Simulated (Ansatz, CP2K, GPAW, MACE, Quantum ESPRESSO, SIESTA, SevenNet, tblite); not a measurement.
**Running amorphous polyisobutylene (as short chains C10H22) at 400 K (64 atoms) with tblite**

Wanted: tblite inputs and outputs for amorphous polyisobutylene (as short chains C10H22) at 400 K (64 atoms), checked against a plane-wave reference.

Method: the method is named at each step, in tblite 0.8.0.

### 1. The structure

The cell holds 64 atoms: 20 C and 44 H. Its edges and angles: a = 8.318 Å, b = 8.318 Å, c = 8.318 Å, α = 90.0°, β = 90.0°, γ = 90.0°. 2 polyisobutylene chains of 2 units with methyl end groups placed at random, at 0.821 g/cm³; overlaps pushed apart, then 20 ps at 800 K with MMFF94 bonds, angles, torsions, charges and radii (Halgren, J. Comput. Chem. 17, 490 (1996)) in harmonic and 12-6 forms. Snapshot after 30 ps at 400 K and fixed volume. Then every atom was moved at random, 0.03 Å r.m.s. a Cartesian component (hydrogen 0.6 of that).

The yardstick, on the same geometry:

| Item | Value |
| --- | --- |
| method | Kohn-Sham DFT, PBE, PAW, plane waves (Ansatz 0.2.0); cutoff 420 eV, Γ point, fermi-dirac smearing of 0.05 eV; PAW set soft_2 |
| r.m.s. force component | 1.453 eV/Å |
| longest force | 6.788 eV/Å |
| pressure | 4.415 GPa |
| gap (highest filled to lowest empty level) | 5.391 eV |
| SCF cycles | 8 |
| time | 4.1 s on 4 threads of Arm Neoverse V1, shared host |
| CPU time | 13 s |

### 2. GFN1-xTB

Method: GFN1-xTB tight binding, diagonalisation.

The input, run.py:

```python
import numpy as np
from ase.io import read
from tblite.ase import TBLite

atoms = read("structure.xyz")
atoms.calc = TBLite(method="GFN1-xTB", electronic_temperature=580, accuracy=1.0, max_iterations=250, mixer_damping=0.4, verbosity=1)
energy = atoms.get_potential_energy()
forces = atoms.get_forces()
print(f"energy {energy:.6f} eV")
print("forces (eV/A)")
for i, (a, f) in enumerate(zip(atoms, forces)):
    print(f"{i:4d} {a.symbol:2s} {f[0]:10.5f} {f[1]:10.5f} {f[2]:10.5f}")
stress = -atoms.get_stress(voigt=False) * 160.21766
print("stress (GPa, compression positive)")
for row in stress:
    print(" ".join(f"{x:10.4f}" for x in row))
print("charges (e)")
print(np.array2string(atoms.get_charges(), precision=4, suppress_small=True, max_line_width=110, threshold=100000))
```

The input, structure.xyz:

```xyz
64
Lattice="8.31826 0.00000 0.00000 0.00000 8.31826 0.00000 0.00000 0.00000 8.31826" Properties=species:S:1:pos:R:3 pbc="T T T"
C 4.93772 1.38532 0.92383
C 5.12746 1.84000 2.32778
C 4.15955 1.53655 3.35284
C 4.63893 1.85006 4.81428
C 4.06339 0.06638 3.52070
C 2.69686 2.02092 3.00722
C 2.35315 3.52669 3.06187
C 2.00678 3.98012 4.51083
C 0.99536 3.66486 2.30932
C 3.44443 4.50800 2.47061
H 3.92980 1.57215 0.43538
H 5.58405 1.86387 0.16953
H 5.27228 0.40976 0.68884
H 6.15984 1.38299 2.58440
H 5.45728 2.86947 2.37012
H 3.89968 1.53738 5.48889
H 5.57681 1.53231 5.07214
H 4.70714 2.94050 4.90104
H 5.12521 7.99343 3.66087
H 3.57278 7.84129 4.35128
H 3.60122 7.88105 2.59189
H 1.97234 1.37310 3.56155
H 2.38892 1.79516 1.99688
H 1.73361 5.04868 4.46499
H 2.83994 3.86691 5.07447
H 1.14127 3.44775 4.93131
H 0.90544 4.71155 1.99114
H 0.99420 3.20519 1.34531
H 0.16720 3.39352 2.87920
H 4.11429 4.77352 3.16518
H 3.87415 4.02928 1.52923
H 2.95581 5.41061 2.13355
C 1.51767 7.45166 0.18525
C 1.16797 7.53152 7.12184
C 8.13260 8.13168 6.87463
C 8.10016 0.11171 5.41810
C 8.05341 1.16115 7.57536
C 6.96338 7.20237 7.39352
C 6.66392 5.85938 7.07892
C 7.68017 4.65889 7.26725
C 5.46676 5.34124 8.07437
C 6.08439 5.78102 5.67147
H 1.88816 0.04700 0.53986
H 0.71986 7.17516 0.79905
H 2.30607 6.57883 0.38106
H 1.93549 8.15356 6.72698
H 1.28925 6.56427 6.57941
H 7.93562 1.16822 5.24325
H 0.74099 0.09300 4.80870
H 7.28996 8.01539 4.90661
H 7.87265 1.01117 0.34978
H 7.23140 1.71797 7.08450
H 0.55657 1.75449 7.50033
H 7.06137 7.21276 0.18300
H 6.02941 7.77882 7.34519
H 7.92298 4.60765 0.02429
[... 4 atom lines left out ...]
H 5.33774 4.25704 8.03369
H 6.86747 5.95396 4.89189
H 5.35521 6.53674 5.50012
H 5.58396 4.75347 5.33666
```

Launch:

```bash
$ OMP_NUM_THREADS=1 python run.py > output.txt
```

Output:

```text
------------------------------------------------------------
  cycle        total energy    energy error   density error
------------------------------------------------------------
      1     -65.96005716752  -6.6890329E+01   5.6240248E-01
      2     -65.96288817138  -2.8310039E-03   3.3578026E-01
      3     -65.96289764423  -9.4728476E-06   3.7285486E-03
      4     -65.96295810961  -6.0465381E-05   9.2082804E-04
      5     -65.96296083556  -2.7259434E-06   1.3972333E-04
      6     -65.96296089330  -5.7748480E-08   3.3448135E-05
      7     -65.96296089619  -2.8866936E-09   7.5138633E-06
------------------------------------------------------------
 total:                                   0.639 sec
energy -1794.943592 eV
forces (eV/A)
   0 C    -1.30483    1.04160   -3.04959
   1 C     4.68189    0.35518   -0.60474
   2 C    -2.69550   -0.66598    2.78693
   3 C    -1.69164    3.52275   -2.05251
   4 C     0.66924   -4.52882   -1.64158
   5 C     0.17454    0.07851    0.49324
   6 C    -0.97632    0.33033    0.74400
   7 C    -2.13620    0.81788   -2.12303
   8 C     1.97696    1.88829   -1.27886
   9 C    -3.12644   -2.53133   -3.35826
  10 H     0.72460   -0.45206    1.00419
  11 H     0.11276    0.92449    0.72335
  12 H    -0.43036   -1.62998    0.62515
  13 H    -1.29614    0.05592    0.15797
  14 H    -0.48270    0.78994   -0.22195
  15 H    -0.89571   -0.59405    1.00683
  16 H     2.18916   -1.37891    0.26759
  17 H    -0.03182    0.16263    0.18808
  18 H    -1.01983    0.25344   -0.65534
  19 H    -0.38431    1.26769   -0.04270
  20 H     0.86427    0.56714    1.01295
  21 H     0.47190    0.90014    0.26960
  22 H     0.77964   -0.62500   -0.72167
  23 H     0.10594   -0.29588    0.12369
[...]
56 H     0.65861    0.55185    0.96032
  57 H    -0.90151    1.15115    0.66487
  58 H    -0.07896    0.42372   -1.17376
  59 H    -2.10454    1.03385   -0.45028
  60 H    -0.26073    0.22347   -0.74485
  61 H    -0.32393   -0.22360    0.65077
  62 H    -0.76333    0.59804    0.07524
  63 H     1.03356    1.89832    1.10491
stress (GPa, compression positive)
    2.6796     0.0004     1.1801
    0.0004     2.5512     1.3239
    1.1801     1.3239     2.2766
charges (e)
[-0.0914 -0.0365  0.0411 -0.108  -0.0837 -0.0779  0.0363 -0.1062 -0.1096 -0.1053  0.0206  0.0265  0.0321
  0.0169  0.0267  0.0364  0.0398  0.0257  0.0179  0.0268  0.0139  0.0271  0.034   0.0267  0.0381  0.0275
  0.0284  0.0304  0.037   0.0431  0.031   0.0324 -0.0781 -0.0459  0.0396 -0.1119 -0.1019 -0.0667  0.0499
 -0.1085 -0.1111 -0.0921  0.0286  0.0282  0.0133  0.0265  0.0201  0.0306  0.0305  0.0375  0.0275  0.0296
  0.0414  0.0286  0.0329  0.0328  0.0325  0.0304  0.0222  0.0358  0.031   0.0248  0.0289  0.015 ]
```

Wall time 1.3 s (1 thread of Arm Neoverse V1, shared host); peak memory 0.11 GiB.

Banners, paths, timers and routine set-up lines are dropped from the logs unmarked, and long logs keep their key lines alone; longer cuts are marked.

Against the reference:

```yaml
r_m_s_force_component: 1.461 eV/Å
r_m_s_difference_of_force_components: 186.3 meV/Å
longest_difference_of_force_vectors: 735.2 meV/Å
force_difference_over_r_m_s_force: 12.82 %
slope_of_forces_against_the_reference_s: 0.9974
correlation_of_force_components: 0.9918
pressure: 2.502 GPa
pressure_difference: -1.913 GPa
```

Length of the force difference by element (eV/Å):

```tsv
element	atoms	mean	most
C	20	0.44	0.74
H	44	0.23	0.37
```

Local excerpt of 9 atoms (numbers count through the whole input) about C39, which bears the longest force; x, y, z are measured from there.

```tsv
atom	x	y	z	distance (Å)	bonds	Mulliken charge (e)	Fx	Fy	Fz (eV/Å)
C39	0.00	0.00	0.00	0.00	4	0.05	-2.55	-6.42	-0.58
C38	0.30	1.34	0.31	1.41	4	-0.07	1.00	4.20	2.82
C42	-0.58	-0.08	-1.41	1.52	4	-0.09	0.11	-2.30	-2.14
C40	1.02	-1.20	0.19	1.58	4	-0.11	0.10	0.29	-0.99
C41	-1.20	-0.52	1.00	1.64	4	-0.11	3.39	-0.52	1.25
H54	0.40	1.35	1.42	2.00	1	0.03	0.55	0.09	-0.09
H55	-0.63	1.92	0.27	2.04	1	0.03	0.01	0.10	-0.76
H63	-1.31	0.68	-1.58	2.16	1	0.03	-0.76	0.60	0.08
H56	1.26	-1.25	1.26	2.18	1	0.03	0.57	0.02	-0.80
```

Atoms are counted from 1 here, from 0 in the log.

Forces lie 13 % from the reference's, at 0.10 times its CPU time (on 1 against 4 cores).

### 3. GFN2-xTB

Method: GFN2-xTB tight binding, diagonalisation.

Changes to run.py since step 2:

```diff
@@ -5,3 +5,3 @@
 atoms = read("structure.xyz")
-atoms.calc = TBLite(method="GFN1-xTB", electronic_temperature=580, accuracy=1.0, max_iterations=250, mixer_damping=0.4, verbosity=1)
+atoms.calc = TBLite(method="GFN2-xTB", electronic_temperature=580, accuracy=1.0, max_iterations=250, mixer_damping=0.4, verbosity=1)
 energy = atoms.get_potential_energy()
```

structure.xyz is that of step 2.

Output:

```text
------------------------------------------------------------
  cycle        total energy    energy error   density error
------------------------------------------------------------
      1     -65.07877503663  -6.6134699E+01   7.8677648E-02
      2     -65.13120381377  -5.2428777E-02   4.0090774E-02
      3     -65.13281784282  -1.6140290E-03   1.5887846E-02
      4     -65.13381128742  -9.9344460E-04   4.4147639E-03
      5     -65.13418544111  -3.7415369E-04   1.7745870E-03
      6     -65.13419009674  -4.6556342E-06   3.0150260E-04
      7     -65.13419234328  -2.2465358E-06   7.9298419E-05
      8     -65.13419244728  -1.0400056E-07   3.3047945E-05
      9     -65.13419245713  -9.8503108E-09   7.1691535E-06
------------------------------------------------------------
 total:                                   4.910 sec
energy -1772.391654 eV
forces (eV/A)
   0 C    -1.13619    0.95721   -2.92521
   1 C     4.39368    0.39711   -0.67615
   2 C    -2.65853   -0.77969    2.74789
   3 C    -1.68411    3.36246   -2.04890
   4 C     0.65886   -4.27012   -1.58790
   5 C     0.26087    0.13981    0.42245
   6 C    -1.03072    0.35223    0.72763
   7 C    -1.96164    0.76208   -2.10163
   8 C     1.97512    1.81885   -1.19724
   9 C    -3.07241   -2.53968   -3.19140
  10 H     0.73204   -0.43850    1.04758
  11 H     0.11838    0.98360    0.71153
[...]
59 H    -1.92489    0.92990   -0.40844
  60 H    -0.23993    0.33373   -0.76126
  61 H    -0.33528   -0.28177    0.67021
  62 H    -0.70171    0.46704    0.09001
  63 H     1.02161    1.85664    1.08801
stress (GPa, compression positive)
    2.2733    -0.1307     1.1562
   -0.1307     2.2813     1.3288
    1.1562     1.3288     1.8424
charges (e)
[-0.0823 -0.0332  0.0363 -0.0949 -0.0769 -0.065   0.0224 -0.0981 -0.0998 -0.1039  0.0077  0.0205  0.0394
  0.0069  0.0373  0.0371  0.0406  0.0142  0.0132  0.0192  0.011   0.0251  0.0373  0.0194  0.0457  0.0231
  0.0209  0.0251  0.0379  0.0474  0.0363  0.0288 -0.0765 -0.0417  0.0295 -0.0895 -0.091  -0.0532  0.0378
 -0.1023 -0.1035 -0.0804  0.0346  0.0315  0.0003  0.0252  0.0225  0.0175  0.0155  0.041   0.0264  0.0229
  0.0422  0.0258  0.0362  0.0402  0.0349  0.0222  0.0104  0.0393  0.0322  0.0204  0.0321 -0.0009]
```

Elapsed: 5.6 s, on 1 thread; peak memory 0.11 GiB.

Compared with the plane-wave run:

| Property | Result |
| --- | --- |
| r.m.s. force component | 1.41 eV/Å |
| r.m.s. difference of force components | 208.8 meV/Å |
| longest difference of force vectors | 748.5 meV/Å |
| force difference over r.m.s. force | 14.37 % |
| slope of forces against the reference's | 0.9608 |
| correlation of force components | 0.9898 |
| pressure | 2.132 GPa |
| pressure difference | -2.283 GPa |

Against the first run (13 %), the force difference from the reference is 14 %, at 4.4 times the CPU time.

### 4. Relaxation (GFN1-xTB)

Method: GFN1-xTB tight binding, diagonalisation.

The input, run.py:

```python
import numpy as np
from ase.io import read
from ase.optimize import LBFGS
from tblite.ase import TBLite

atoms = read("structure.xyz")
atoms.calc = TBLite(method="GFN1-xTB", electronic_temperature=580, accuracy=1.0, max_iterations=250, mixer_damping=0.4, verbosity=0)
opt = LBFGS(atoms, trajectory="path.traj")
done = opt.run(fmax=0.05, steps=300)
print("converged" if done else "step limit reached")
```

structure.xyz is that of step 3.

Launch:

```bash
$ OMP_NUM_THREADS=2 python run.py > output.txt
```

Output:

```text
Step          Energy          fmax
LBFGS:    0    -1794.943592        6.934548
LBFGS:    1    -1797.761245        1.584810
LBFGS:    2    -1798.261493        0.960801
LBFGS:    3    -1798.778077        0.801242
LBFGS:    4    -1798.942157        0.644084
LBFGS:    5    -1799.080969        0.538048
LBFGS:    6    -1799.153662        0.452346
LBFGS:    7    -1799.205721        0.334984
LBFGS:    8    -1799.239187        0.262580
LBFGS:    9    -1799.267569        0.274521
LBFGS:   10    -1799.292938        0.310524
LBFGS:   11    -1799.320003        0.285281
LBFGS:   12    -1799.345879        0.293875
LBFGS:   13    -1799.371184        0.261411
LBFGS:   14    -1799.398591        0.283895
LBFGS:   15    -1799.429694        0.351582
LBFGS:   16    -1799.460157        0.289128
LBFGS:   17    -1799.482277        0.258642
LBFGS:   18    -1799.494479        0.161324
LBFGS:   19    -1799.502971        0.156593
LBFGS:   20    -1799.512405        0.170870
LBFGS:   21    -1799.523245        0.231630
LBFGS:   22    -1799.534894        0.201503
LBFGS:   23    -1799.546015        0.164364
[...]
LBFGS:   67    -1799.797604        0.083552
LBFGS:   68    -1799.800873        0.073693
LBFGS:   69    -1799.802662        0.170012
LBFGS:   70    -1799.805031        0.076234
LBFGS:   71    -1799.806663        0.078479
LBFGS:   72    -1799.808599        0.071789
LBFGS:   73    -1799.809778        0.074277
LBFGS:   74    -1799.811196        0.044370
converged
```

Elapsed: 27 s, on 2 threads; peak memory 0.1 GiB; 65 s of CPU time.

Step by step (22 of 75):

```tsv
step	energy less that of the first step (eV)	largest force (eV/Å)
0	0.0000	6.9345
4	-3.9986	0.6441
7	-4.2621	0.3350
11	-4.3764	0.2853
14	-4.4550	0.2839
18	-4.5509	0.1613
21	-4.5797	0.2316
25	-4.6200	0.1828
28	-4.6393	0.1171
32	-4.6653	0.1105
35	-4.6835	0.1817
39	-4.7074	0.1723
42	-4.7198	0.1051
46	-4.7382	0.1001
49	-4.7540	0.1609
53	-4.7772	0.2390
56	-4.7997	0.1191
60	-4.8211	0.0950
63	-4.8335	0.1112
67	-4.8540	0.0836
70	-4.8614	0.0762
74	-4.8676	0.0444
```

The atoms that moved most (Å):

```tsv
atom	dx	dy	dz	length
H49	-0.578	-1.029	-0.081	1.183
H48	0.828	-0.381	-0.286	0.955
H13	-0.697	0.064	0.107	0.708
H27	-0.409	-0.089	0.509	0.659
H44	0.267	-0.586	-0.066	0.648
H61	-0.290	0.308	-0.377	0.566
H11	-0.032	0.526	0.179	0.557
H50	-0.172	0.467	0.096	0.507
```

From the first step to the last the energy fell by 4.868 eV, and the largest move was 1.18 Å (H49).

### 5. Local order at the end (GFN1-xTB)

Density 0.821 g/cm³, 8.993 Å³ an atom.

g(r), total and by pair (bins of 0.1 Å):

```tsv
r (Å)	total	H-H	H-C	C-C
0.95	0.00	0.00	0.00	0.00
1.05	8.51	0.00	19.80	0.00
1.15	0.00	0.00	0.00	0.00
1.25	0.00	0.00	0.00	0.00
1.35	0.00	0.00	0.00	0.00
1.45	0.00	0.00	0.00	0.00
1.55	1.72	0.00	0.00	17.70
1.65	0.00	0.00	0.00	0.00
1.75	2.84	6.02	0.00	0.00
1.85	0.00	0.00	0.00	0.00
1.95	0.00	0.00	0.00	0.00
2.05	0.21	0.45	0.00	0.00
2.15	2.79	0.62	5.80	0.00
2.25	0.27	0.56	0.00	0.00
2.35	0.57	1.20	0.00	0.00
2.45	1.41	1.97	0.09	4.49
2.55	1.17	1.31	0.32	4.20
2.65	1.41	0.74	2.31	0.67
2.75	1.63	0.81	2.75	0.62
2.85	0.86	0.70	1.22	0.00
2.95	0.72	0.49	1.14	0.00
3.05	0.86	1.21	0.56	0.48
3.15	0.79	0.95	0.63	0.70
3.25	0.89	1.03	0.64	1.31
3.35	0.66	0.63	0.69	0.61
3.45	1.30	0.60	2.27	0.39
3.55	0.71	0.79	0.74	0.18
3.65	1.26	1.95	0.66	0.52
3.75	1.08	1.78	0.52	0.16
3.85	0.95	1.21	0.77	0.46
3.95	0.81	0.85	0.50	1.91
4.05	0.67	0.69	0.73	0.28
4.15	1.00	0.82	1.30	0.53
```

Bonds by pair of elements; cutoffs follow the first minimum of g(r), held within bounds set by covalent radii, and pairs that aren't listed don't count as bonded:

```tsv
pair A-B	cutoff (Å)	bonds	mean length (Å)	spread (Å)	shortest (Å)	B about A	A about B
H-C	1.34	44	1.09	0.002	1.09	1	2.2
C-C	1.85	18	1.54	0.007	1.53	1.8	1.8
```

How many atoms have how many bonded neighbours:

```tsv
element	mean	1	4
C	4	0	20
H	1	44	0
```

### 6. The ladder

Differences are against the plane-wave reference, forces as r.m.s. over components; share is that over the reference's r.m.s. force, slope the least-squares factor from reference forces to these. Total energies of different programs have different zeros and aren't compared.

```tsv
run	Δ force, r.m.s. (meV/Å)	share (%)	slope	Δ pressure (GPa)	cores	CPU time	memory (GiB)
reference	-	-	-	-	4	13 s	0.54
tblite GFN1-xTB	186	12.8	0.997	-1.91	1	1.3 s	0.11
tblite GFN2-xTB	209	14.4	0.961	-2.28	1	5.6 s	0.11
```

CPU time is summed over cores on a shared host, where runs went side by side, so it is rough. Symmetry, cutoffs, thresholds, outputs and thread counts weren't matched or tuned between programs; memory under MPI is the largest rank's times the ranks.

Mean charges by element (e), by run and scheme:

```tsv
run	scheme	C	H
reference	Löwdin	-0.31	+0.17
tblite GFN1-xTB	Mulliken	-0.06	+0.03
tblite GFN2-xTB	Mulliken	-0.06	+0.03
```

The reference's Löwdin charges lack the electrons that the projection spills, 0.022 e an atom on average.

### 7. What came out

```yaml
nearest_in_forces: tblite GFN1-xTB, 13 %
its_cpu_time: 1.3 s
energy_change_in_the_relaxation_gfn1_xtb: -76.06 meV/atom
r_m_s_displacement_gfn1_xtb: 0.3527 Å
```

Tight binding differs by 13 % (tblite GFN1-xTB) to 14 % (tblite GFN2-xTB); it is another model, with fitted parameters of its own, and the xTB methods hold dispersion. Of the electronic-structure runs that take under half the reference's CPU time, tblite GFN1-xTB comes nearest, at 13 % in 1.3 s against 13 s; its pressure misses by -1.9 GPa. Charges hang on model, scheme and program or settings: among these rows the mean for C runs from -0.31 to -0.06 e. The relaxation (GFN1-xTB): from the first step to the last the energy fell by 4.868 eV, and the largest move was 1.18 Å (H49). Periodic xTB results under one method name differ between programs and library versions. The network of contacts between molecules at the start is that of the classical potential that made the cell, and needn't be the one that DFT or experiment would give. The reference's PBE has no dispersion term, which matters for the binding between molecules or layers. The electronic-structure runs sample only Γ, in a cell whose shortest periodic width is 8 Å.

[Also dropped from logs without a mark: logging warnings of Python, and SIESTA's first energy breakdown and zero terms.]

[Logs are printed without paths, hosts, clocks, repeated set-up lines and the standing remarks that a program may print on its own settings, such as how far it seeks lower states.]

[Hosts, paths, dates, database ids (printed as entryN), source tags and the programs' standing remarks are cut or masked in the printed files.]

[The MMFF94 radii named for the starting cell were scaled by 0.96; in molecules described by MMFF94, hydrogen bound to N, O or S took a small fixed 12-6 site in their place.]
